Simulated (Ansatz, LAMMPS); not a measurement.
## Localised basis functions on glassy 67P2O5-33MgO (mol %) (80 atoms)

Aim: test how closely localised support functions follow the reference on glassy 67P2O5-33MgO (mol %) (80 atoms), and at what cost. A setting counts as converged where the r.m.s. difference of forces stays under 1 % of the r.m.s. force.

Calculated with Ansatz 0.2.0; Kohn-Sham DFT, PBE, PAW (set soft_2), plane waves.

**1. Set-up**

The cell holds 80 atoms: 20 P, 5 Mg and 55 O. Its edges and angles: a = 10.705 Å, b = 10.705 Å, c = 10.705 Å, α = 90.0°, β = 90.0°, γ = 90.0°. 80 atoms (20 P, 5 Mg, 55 O) placed at random at 2.19 g/cm³, melted at 4000 K for 10 ps at fixed volume with the Morse and Coulomb pair potential with partial charges (Pedone, Malavasi, Menziani, Cormack and Segre, J. Phys. Chem. B 110, 11780 (2006)). Quenched from 4000 K to 300 K at 25 K/ps and fixed volume, held 5 ps.

Limits known from the start: The quench rate of 25 K/ps is many orders above laboratory rates, so the cell is likely richer in defects and strain than a real sample. The network of bonds at the start is that of the classical potential that made the cell, and needn't be the one that DFT or experiment would give. Sampling is at Γ alone, for a cell whose shortest periodic width is 11 Å.

**2. Making the structure**

A classical potential supplies the starting structure, since it reaches far longer times than DFT.

This step: classical MD, Morse and Coulomb pair potential with partial charges (Pedone, Malavasi, Menziani, Cormack and Segre, J. Phys. Chem. B 110, 11780 (2006)) (LAMMPS 22 Jul 2025 - Update 4).

in.lmp reads:

```
# melt-quench of P20Mg5O55
units metal
atom_style charge
boundary p p p
region box block 0 10.7052 0 10.7052 0 10.7052
create_box 3 box
mass 1 30.9738   # P
mass 2 24.3050   # Mg
mass 3 15.9990   # O
create_atoms 1 random 20 317138 NULL overlap 1.5 maxtry 2000
create_atoms 2 random 5 317145 NULL overlap 1.5 maxtry 2000
create_atoms 3 random 55 317152 NULL overlap 1.5 maxtry 2000
pair_style hybrid/overlay pedone 5.5 coul/long 8.0
pair_coeff * * coul/long
pair_coeff 1 3 pedone 0.831326 2.585833 1.800790 1   # P-O
pair_coeff 2 3 pedone 0.038908 2.281000 2.586153 5   # Mg-O
pair_coeff 3 3 pedone 0.042395 1.379316 3.618701 22   # O-O
set type 1 charge 3
set type 2 charge 1.2
set type 3 charge -1.2
kspace_style pppm 1.0e-4
neigh_modify delay 0 every 1 check yes
thermo_style custom step time temp pe press density
thermo_modify norm yes
timestep 0.002
thermo 100
min_style cg
minimize 1e-4 1e-4 200 2000
reset_timestep 0
velocity all create 4000 317139 mom yes dist gaussian
fix lim all nve/limit 0.05
fix lan all langevin 4000 4000 0.2 317140 zero yes
thermo 500
run 1000 post no
# [... 7 lines left out ...]
fix md all nvt temp 4000 300 0.2
run 74000 post no
unfix md
thermo 1250
fix md all nvt temp 300 300 0.2
run 2500 post no
unfix md
write_dump all custom glass.dump id type xs ys zs modify sort id
```

Started as:

```sh
$ lmp -in in.lmp -log none -nocite
```

Numbers of over 12 decimals in the logs are rounded to 6 here.

The program printed:

```text
LAMMPS (22 Jul 2025 - Update 4)
Created orthogonal box = (0 0 0) to (10.7052 10.7052 10.7052)
Created 20 atoms
Created 5 atoms
Created 55 atoms
PPPM initialization ...
  G vector (1/distance) = 0.3838955
  grid = 12 12 12
  estimated relative force accuracy = 6.7697704e-05
   Step          Time           Temp          PotEng         Press         Density
         0   0              0             -2.2162314      553964.73      2.193983
       100   0.2            0             -20.759296     -11450.147      2.193983
       112   0.224          0             -20.832345     -26761.288      2.193983
Loop time of 0.079602 s on 1 MPI rank(s) for 112 steps with 80 atoms
[... 18 lines left out ...]
[... 2 lines left out ...]
Loop time of 1.97866 s on 1 MPI rank(s) for 5000 steps with 80 atoms
   Step          Time           Temp          PotEng         Press         Density
[... 11 lines left out ...]
     80000   160            342.01496     -20.975771     -31695.513      2.193983
Loop time of 27.9392 s on 1 MPI rank(s) for 74000 steps with 80 atoms
   Step          Time           Temp          PotEng         Press         Density
     80000   160            342.01496     -20.975771     -31695.513      2.193983
     81250   162.5          340.171       -20.975778     -16428.576      2.193983
     82500   165            247.70758     -20.978419     -19900.429      2.193983
Loop time of 0.870345 s on 1 MPI rank(s) for 2500 steps with 80 atoms
```

Run time: 31 s. Hardware: 1 thread of Arm Neoverse V1, shared host; peak memory 0.069 GiB.

**3. Plane-wave single point**

The first run fixes the reference, at a cutoff of 420 eV.

input.yaml reads:

```yaml
crystal:
  lattice:
    - [10.7052, 0.0, 0.0]
    - [0.0, 10.7052, 0.0]
    - [0.0, 0.0, 10.7052]
  atoms:
    - { symbol: P, position: [0.1115, 0.72465, 0.05747] }
    - { symbol: P, position: [0.03649, 0.18531, 0.70716] }
    - { symbol: P, position: [0.66448, 0.16342, 0.90191] }
    - { symbol: P, position: [0.65601, 0.41607, 0.55274] }
    - { symbol: P, position: [0.4178, 0.75828, 0.68007] }
    - { symbol: P, position: [0.54744, 0.15902, 0.63922] }
    - { symbol: P, position: [0.85247, 0.9416, 0.93789] }
    - { symbol: P, position: [0.50064, 0.18332, 0.14175] }
    - { symbol: P, position: [0.83767, 0.06853, 0.27518] }
    - { symbol: P, position: [0.16114, 0.33048, 0.49368] }
    - { symbol: P, position: [0.01424, 0.54783, 0.38758] }
    - { symbol: P, position: [0.38239, 0.63848, 0.12545] }
    - { symbol: P, position: [0.68938, 0.95238, 0.49572] }
    - { symbol: P, position: [0.49486, 0.55024, 0.86517] }
    - { symbol: P, position: [0.09889, 0.95069, 0.24704] }
    - { symbol: P, position: [0.7733, 0.56777, 0.77222] }
    - { symbol: P, position: [0.93219, 0.50994, 0.11191] }
    - { symbol: P, position: [0.07726, 0.34688, 0.94418] }
    - { symbol: P, position: [0.23614, 0.13214, 0.06894] }
    - { symbol: P, position: [0.87813, 0.82061, 0.67486] }
    - { symbol: Mg, position: [0.55981, 0.88566, 0.23024] }
    - { symbol: Mg, position: [0.37542, 0.53893, 0.43387] }
    - { symbol: Mg, position: [0.72196, 0.37776, 0.24783] }
    - { symbol: Mg, position: [0.19662, 0.9346, 0.82196] }
    - { symbol: Mg, position: [0.16905, 0.80256, 0.50472] }
    - { symbol: O, position: [0.87424, 0.90406, 0.79416] }
    - { symbol: O, position: [0.90304, 0.61786, 0.43711] }
    - { symbol: O, position: [0.01429, 0.62595, 0.07759] }
    - { symbol: O, position: [0.8768, 0.52231, 0.84998] }
    - { symbol: O, position: [0.81152, 0.69648, 0.71791] }
    - { symbol: O, position: [0.11575, 0.78395, 0.93037] }
    - { symbol: O, position: [0.27046, 0.0431, 0.96982] }
    - { symbol: O, position: [0.76024, 0.00279, 0.17511] }
    - { symbol: O, position: [0.34784, 0.71553, 0.56452] }
    - { symbol: O, position: [0.9528, 0.01214, 0.99527] }
    - { symbol: O, position: [0.79494, 0.50671, 0.12943] }
    - { symbol: O, position: [0.54585, 0.80413, 0.66368] }
    - { symbol: O, position: [0.1241, 0.63586, 0.38246] }
    - { symbol: O, position: [0.61169, 0.05243, 0.56589] }
    - { symbol: O, position: [0.04634, 0.28108, 0.82266] }
    - { symbol: O, position: [0.96704, 0.00738, 0.27247] }
    - { symbol: O, position: [0.73384, 0.39399, 0.43489] }
    - { symbol: O, position: [0.47252, 0.41613, 0.847] }
    - { symbol: O, position: [0.09281, 0.82685, 0.16151] }
    - { symbol: O, position: [0.73697, 0.47526, 0.66136] }
    - { symbol: O, position: [0.44547, 0.75924, 0.16134] }
    - { symbol: O, position: [0.74167, 0.03789, 0.92092] }
    - { symbol: O, position: [0.98506, 0.50566, 0.25321] }
    - { symbol: O, position: [0.61075, 0.28141, 0.58786] }
    - { symbol: O, position: [0.98615, 0.40563, 0.03483] }
    - { symbol: O, position: [0.05977, 0.43478, 0.46449] }
    - { symbol: O, position: [0.78784, 0.89019, 0.58186] }
    - { symbol: O, position: [0.18195, 0.4388, 0.92596] }
    - { symbol: O, position: [0.14099, 0.23582, 0.01948] }
    - { symbol: O, position: [0.40566, 0.15963, 0.63228] }
    - { symbol: O, position: [0.00307, 0.80657, 0.61841] }
    - { symbol: O, position: [0.16101, 0.92318, 0.36674] }
    - { symbol: O, position: [0.77706, 0.02766, 0.40158] }
    - { symbol: O, position: [0.54075, 0.49358, 0.5266] }
    - { symbol: O, position: [0.56705, 0.16993, 0.01204] }
    - { symbol: O, position: [0.17123, 0.0508, 0.17216] }
    - { symbol: O, position: [0.90042, 0.16451, 0.67888] }
    - { symbol: O, position: [0.18125, 0.25024, 0.38142] }
    - { symbol: O, position: [0.09953, 0.06292, 0.73552] }
    - { symbol: O, position: [0.35841, 0.19832, 0.10784] }
    - { symbol: O, position: [0.37248, 0.56032, 0.23949] }
    - { symbol: O, position: [0.27582, 0.40922, 0.51718] }
    - { symbol: O, position: [0.84108, 0.20643, 0.26327] }
    - { symbol: O, position: [0.59333, 0.1523, 0.77512] }
    - { symbol: O, position: [0.61229, 0.87455, 0.41003] }
    - { symbol: O, position: [0.4983, 0.05933, 0.20564] }
    - { symbol: O, position: [0.55552, 0.28531, 0.21225] }
    - { symbol: O, position: [0.63696, 0.57259, 0.83777] }
    - { symbol: O, position: [0.82934, 0.80988, 0.98373] }
    - { symbol: O, position: [0.24772, 0.67696, 0.08493] }
    - { symbol: O, position: [0.43379, 0.64469, 0.77361] }
    - { symbol: O, position: [0.44874, 0.5948, 0.99815] }
    - { symbol: O, position: [0.10001, 0.2599, 0.60049] }
    - { symbol: O, position: [0.74076, 0.27568, 0.91103] }
    - { symbol: O, position: [0.33384, 0.8622, 0.73428] }
kpoints:
  mp_grid: { grid: [1, 1, 1] }
hamiltonian:
  xc: pbe
scf:
  occupations: { method: fixed }
output:
  forces: true
  stress: true
  populations: true
  dos:
    method: { smearing: { sigma: 0.15 } }
    de: 0.1
    projected: { site_lists: { Mg: [Mg], O: [O], P: [P] } }
  eigenvalues: true
  write_density: true
  write_potential: true
  volumetric_format: npy
```

Started as:

```sh
$ ansatz run input.yaml --threads 4 --pin off --max-ram 8192MiB --backend cpu --events-out ev --progress --plain --runs-dir out
```

The program printed:

```text
Engine: ansatz 0.2.0, aarch64-unknown-linux-gnu
Pseudopotentials: kind: paw
Pseudopotential: P, paw, valence charge 5, recommended cutoff 420 eV (normal), P.paw.azcp
Pseudopotential: Mg, paw, valence charge 10, recommended cutoff 420 eV (normal), Mg.paw.azcp
Pseudopotential: O, paw, valence charge 6, recommended cutoff 420 eV (normal), O.paw.azcp
[... 5 lines on functional and potentials left out ...]
Crystal: 80 atoms, lattice volume = 1226.830 Å³
Basis set: ecut = 420 eV, 23871 PW (Γ), exchange–correlation on 144×144×144 points (8 copies of the dense FFT grid, shifted against one another)
Bands: 320, of which v1, the nominal top of the filled ones, is band 240 counted from 1 (239 counted from 0)
Symmetry: 1 space group operations
Space group: P1 (ITA 1), of the structure as read, at distance tolerance 1.1e-4 Å
k-points: 1
[... 7 lines on functional and potentials left out ...]
Initial density: superposition of atomic densities (neutral atoms: chi_scale 0, normalization atom), corrected by the library's trained network
Initial wavefunctions: pseudopotential atomic-orbital guess
Functional: x = pbe(κ = 0.804, μ = 0.219515), c = pbe(β = 0.066725)
SCF iter   1: F=—  HF=-55962.428434 eV  |F-HF|=—  |Δ(HF+E_count)|=         —  Δρ=4.62e-3  dr2=4.26e-1  ethr=1.77e-3  ⟨swp⟩=6.0  Hψ=1279  notcnv=0  defer=78
preconditioner: auto → Resta (q_TF=auto, 2.333 Å⁻¹)  ε∞=2.9  [insulator: Δε(μ)=2.739 eV  Ē_g=16.269 eV  n_scr=250 (ndim 8)  ℏωp=22.2 eV  f_vac=0.257  ε∞_Penn≈2.9]
SCF iter   2: F=—  HF=-55962.327819 eV  |F-HF|=—  |Δ(HF+E_count)|=   1.01e-1  Δρ=2.55e-3  dr2=9.76e-2  ethr=8.87e-5  ⟨swp⟩=3.0  Hψ=609  notcnv=0  defer=74
SCF iter   3: F=—  HF=-55962.306864 eV  |F-HF|=—  |Δ(HF+E_count)|=   2.10e-2  Δρ=1.13e-3  dr2=3.33e-2  ethr=2.03e-5  ⟨swp⟩=3.0  Hψ=433  notcnv=0  defer=78
SCF iter   4: F=—  HF=-55962.296821 eV  |F-HF|=—  |Δ(HF+E_count)|=   1.00e-2  Δρ=4.86e-4  dr2=3.71e-3  ethr=6.93e-6  ⟨swp⟩=3.0  Hψ=493  notcnv=0  defer=78
SCF iter   5: F=—  HF=-55962.296223 eV  |F-HF|=—  |Δ(HF+E_count)|=   5.98e-4  Δρ=2.79e-4  dr2=8.87e-4  ethr=7.72e-7  ⟨swp⟩=3.0  Hψ=544  notcnv=0  defer=78
SCF iter   6: F=—  HF=-55962.296144 eV  |F-HF|=—  |Δ(HF+E_count)|=   7.94e-5  Δρ=8.99e-5  dr2=8.95e-5  ethr=1.85e-7  ⟨swp⟩=3.0  Hψ=505  notcnv=0  defer=78
SCF iter   7: F=—  HF=-55962.298061 eV  |F-HF|=—  |Δ(HF+E_count)|=   1.92e-3  Δρ=4.40e-5  dr2=2.03e-5  ethr=1.86e-8  ⟨swp⟩=3.0  Hψ=486  notcnv=0  defer=78
SCF iter   8: F=—  HF=-55962.298062 eV  |F-HF|=—  |Δ(HF+E_count)|=   1.56e-6  Δρ=1.24e-5  dr2=1.79e-6  ethr=4.23e-9  ⟨swp⟩=3.0  Hψ=496  notcnv=0  defer=78
SCF iter   9: F=—  HF=-55962.298063 eV  |F-HF|=—  |Δ(HF+E_count)|=   8.36e-7  Δρ=6.02e-6  dr2=4.02e-7  ethr=3.72e-10  ⟨swp⟩=3.0  Hψ=469  notcnv=0  defer=78
SCF iter  10: F=-55962.298063 eV  HF=-55962.298063 eV  |F-HF|=2.15e-9  |Δ(HF+E_count)|=   5.46e-8  Δρ=2.47e-6  dr2=7.15e-8  ethr=2.08e-11  ⟨swp⟩=32.0  Hψ=3934  notcnv=0
SCF 1 converged in 10 iterations: F = -55962.298063 eV  dr2 = 7.15e-8
  greatest PAW one-centre occupation: 1.000 electrons in one spin orbital (limit 2), on the Mg atom at site 23 (counted from 0), in its partial waves of l = 0
WARN: The input density's exchange-correlation potential varies sharply where the density is thin. Do not read a vacuum level from v_tot or v_xc, or from such a field of the output density. On a cell that repeats whose density bears no net charge and no dipole along the vacuum's axis use v_es (v_loc + v_h of the components); [...]
SCF converged after 10 iterations
Free energy (F): -55962.298063 eV
Harris-Foulkes:  -55962.298063 eV  (|F-HF|=2.15e-9)
Internal energy: -55962.298063 eV  (E = F + TS)
E sigma→0 (E₀):  -55962.298063 eV
Fermi energy:    2.779008 eV
--- Per-component energies (eV) ---
  E_band       = -4770.406738
  E_kinetic    = 11717.530186
  E_local      = -44075.201105  (includes V_loc(G=0)·N_el)
  E_nonlocal   = 3726.596158
  E_hartree    = 16393.570296
  E_xc         = -5461.922758
  E_vxc        = -6617.558075  (∫ρ·V_xc dr)
  E_paw        = -21584.336072  (= ΣΔE_a)
  E_vpaw       = -2309.061253  (= ΣTr[D̂ρ^β])
  E_aug_tail   = 0.139453  (compensation charges beyond the density's cutoff)
  E_ewald      = -16678.674221
  E_smearing   = -0.000000  (= −TS)
  E_closure    = -0.000000  (closes the sum)
  Σ components = -55962.298063   (vs F -55962.298063, Δ=0.00e0)
--- Forces (eV/Å), atoms counted from 1 ---
  atom   1  P      2.93654788     3.61292953    -3.24730233
  atom   2  P     -4.31533053    -2.87261669    -0.51744945
  atom   3  P      2.80378279     0.47271659     1.20978392
  atom   4  P     -0.87137909     1.30136672    -3.90377209
  atom   5  P      0.23418751     3.07871371     0.03816834
  atom   6  P     -5.56728253     2.46870851    -0.10799028
  atom   7  P     -0.25759970    -3.59858766     2.02509101
  atom   8  P      0.74700355    -3.57200368     0.28317378
  atom   9  P     -5.05699080     0.32844516    -4.08746176
  atom  10  P      3.24786922     0.56510236    -4.85439804
  atom  11  P     -1.03371510     3.96618473     3.64242994
  atom  12  P      1.49661210     1.79472421     0.94461452
  atom  13  P      0.34655098    -0.07779798    -2.51870933
  atom  14  P     -0.99067869    -2.07203491    -1.89469868
[...]
atom  79  O      0.56742387     0.67202919    -0.15617960
  atom  80  O     -1.05153313    -0.41894822     0.70797683
  max |Σ_I F_I| component: 9.82e-5 eV/Å
--- Stress (GPa, compression-positive) ---
        0.215645       0.414572      -0.135553
        0.414575       0.707787      -0.494167
       -0.135553      -0.494163       0.960716
  P = ⅓ Tr σ = 0.6280 GPa (6.280 kbar)
--- Band table (eV) ---
  k-point 0: bands = ["-73.1737", "-72.8165", "-72.6184", "-72.1568", [... 304 levels ...], "11.4148", "11.4551", "11.5366", "11.5485", "11.5773", "11.6550", "11.7270", "11.8070", "11.8642", "11.8963", "11.9890", "12.0283"]
--- Löwdin populations: 80 sites ---
  site symbol       q [e]
     0      P      2.7086
     1      P      2.7885
     2      P      2.7533
[...]
79      O      7.0162
  spilling = 0.017067 (of n_electrons = 480.000000)
```

It took 20 s on 4 threads of Arm Neoverse V1, shared host; peak memory 1.4 GiB; 75 s of CPU time.

In the SCF lines HF is the Harris–Foulkes energy and dr2 the Hartree energy of the density residual, in eV; the loop may stop once dr2 is under the threshold and the program's other checks hold. Hψ counts applications of the Hamiltonian.

The program notes that the exchange-correlation potential is rough where the density is thin.

The run gave:

```yaml
free_energy: -55962.2981 eV
free_energy_per_atom: -699.5287 eV/atom
scf_cycles: 10
pressure: 0.628 GPa
r_m_s_force_component: 1.692 eV/Å
longest_force: 8.632 eV/Å
fermi_energy: 2.779 eV
spacing_of_highest_filled_and_lowest_empty_level: 2.132 eV
spilling_of_the_projection: 0.01707
```

The r.m.s. force component of 1.7 eV/Å sets the scale for the differences below.

**4. Support functions low**

With localised support functions most steps grow linearly with size, though the diagonalisation grows faster unless the density matrix is cut; this run measures error and cost at this size.

This step: Kohn-Sham DFT, PBE, PAW (set soft_2), localised support functions (low) (Ansatz 0.2.0).

input.yaml, the sections that differ from step 3:

```yaml
scf:
  occupations: { method: fixed }
  eigensolver: { kind: { support_functions: { accuracy: low } } }
  max_iter: 150
output:
  forces: true
  eigenvalues: true
# crystal, kpoints, hamiltonian: as in step 3
```

The program printed:

```text
Warning: scf.eigensolver.kind.support_functions: disabling space-group detection — the functions' gradient is summed over unrotated k-points, so no spatial operation reduces the k-mesh or symmetrises the density; time reversal is kept, so that k and −k are solved as one point where they differ and the mesh holds both, and exact exchange and, on two spinor components, a DFT+U term hold to it where the run has them: [...]
settings of this run that can trade accuracy for cost: scf.eigensolver.kind.support_functions; scf.eigensolver.kind.support_functions.accuracy: low [...]
[...]
Crystal: 80 atoms, lattice volume = 1226.830 Å³
Basis set: ecut = 420 eV, 23871 PW (Γ), exchange–correlation on 150×150×150 points (8 copies of the dense FFT grid, shifted against one another)
Bands: 288, of which v1, the nominal top of the filled ones, is band 240 counted from 1 (239 counted from 0)
Symmetry: 1 space group operations
k-points: 1
[...]
SCF iter   1: F=—  HF=-55920.174109 eV  |F-HF|=—  |Δ(HF+E_count)|=         —  Δρ=1.13e-1  dr2=1.70e2  ethr=1.00e-1
[...]
SCF iter  13: F=-55962.737261 eV  HF=-55962.737262 eV  |F-HF|=1.62e-6  |Δ(HF+E_count)|=   1.62e-3  Δρ=1.76e-5  dr2=4.78e-6  ethr=4.09e-9
SCF 1 converged in 13 iterations: F = -55962.755274 eV  dr2 = 4.78e-6
[...]
SCF converged after 13 iterations
Stability not checked: this state was not tested for a lower state beside it, because the mixer in use, unlike msr1, does not test its closes by its own steps (another_mixer; see scf.mixing.algorithm and scf.lower_state_search)
Free energy (F): -55962.755274 eV
[...]
Internal energy: -55962.755274 eV  (E = F + TS)
E sigma→0 (E₀):  -55962.755274 eV
Fermi energy:    2.779790 eV
[...]
--- Forces (eV/Å), atoms counted from 1 ---
  atom   1  P      2.93636900     3.61265674    -3.24768766
  atom   2  P     -4.31485724    -2.87204338    -0.51771261
  atom   3  P      2.80459695     0.47191240     1.21097817
  atom   4  P     -0.87158884     1.30095000    -3.90453155
  atom   5  P      0.23449002     3.07915592     0.03773973
  atom   6  P     -5.56630329     2.46876373    -0.10779048
  atom   7  P     -0.25658430    -3.59820835     2.02590926
  atom   8  P      0.74682733    -3.57193774     0.28393200
  atom   9  P     -5.05679341     0.32875353    -4.08766579
  atom  10  P      3.24765395     0.56562588    -4.85471610
  atom  11  P     -1.03327913     3.96623555     3.64217744
  atom  12  P      1.49543333     1.79526338     0.94477349
  atom  13  P      0.34715235    -0.07793013    -2.51868110
  atom  14  P     -0.99077232    -2.07145181    -1.89505628
[...]
atom  79  O      0.56736976     0.67131043    -0.15708490
  atom  80  O     -1.05358456    -0.41762870     0.71023895
  max |Σ_I F_I| component: 2.58e-3 eV/Å
--- Band table (eV) ---
[...]
```

It took 1.9 min on 4 threads; peak memory 3.2 GiB.

The program notes that the band table was not solved further than the SCF left it and it switched symmetry off.

Keys that differ from the reference: support_functions.accuracy = "low" and scf.max_iter = 150.

Forces differ from the reference by 0.91 meV/Å r.m.s., 0.053 % of their size, well within a tolerance of 1 %; the energy by -5.7 meV/atom. It took 1.9 min and 13 cycles; the reference's time can't be set against it, since the two runs asked for unlike analyses.

(Part 1 of 2 ends here.)

[Logs are printed without paths, hosts, clocks, repeated set-up lines and the standing remarks that a program may print on its own settings, such as how far it seeks lower states.]

[Hosts, paths, dates, database ids (printed as entryN), source tags and the programs' standing remarks are cut or masked in the printed files.]
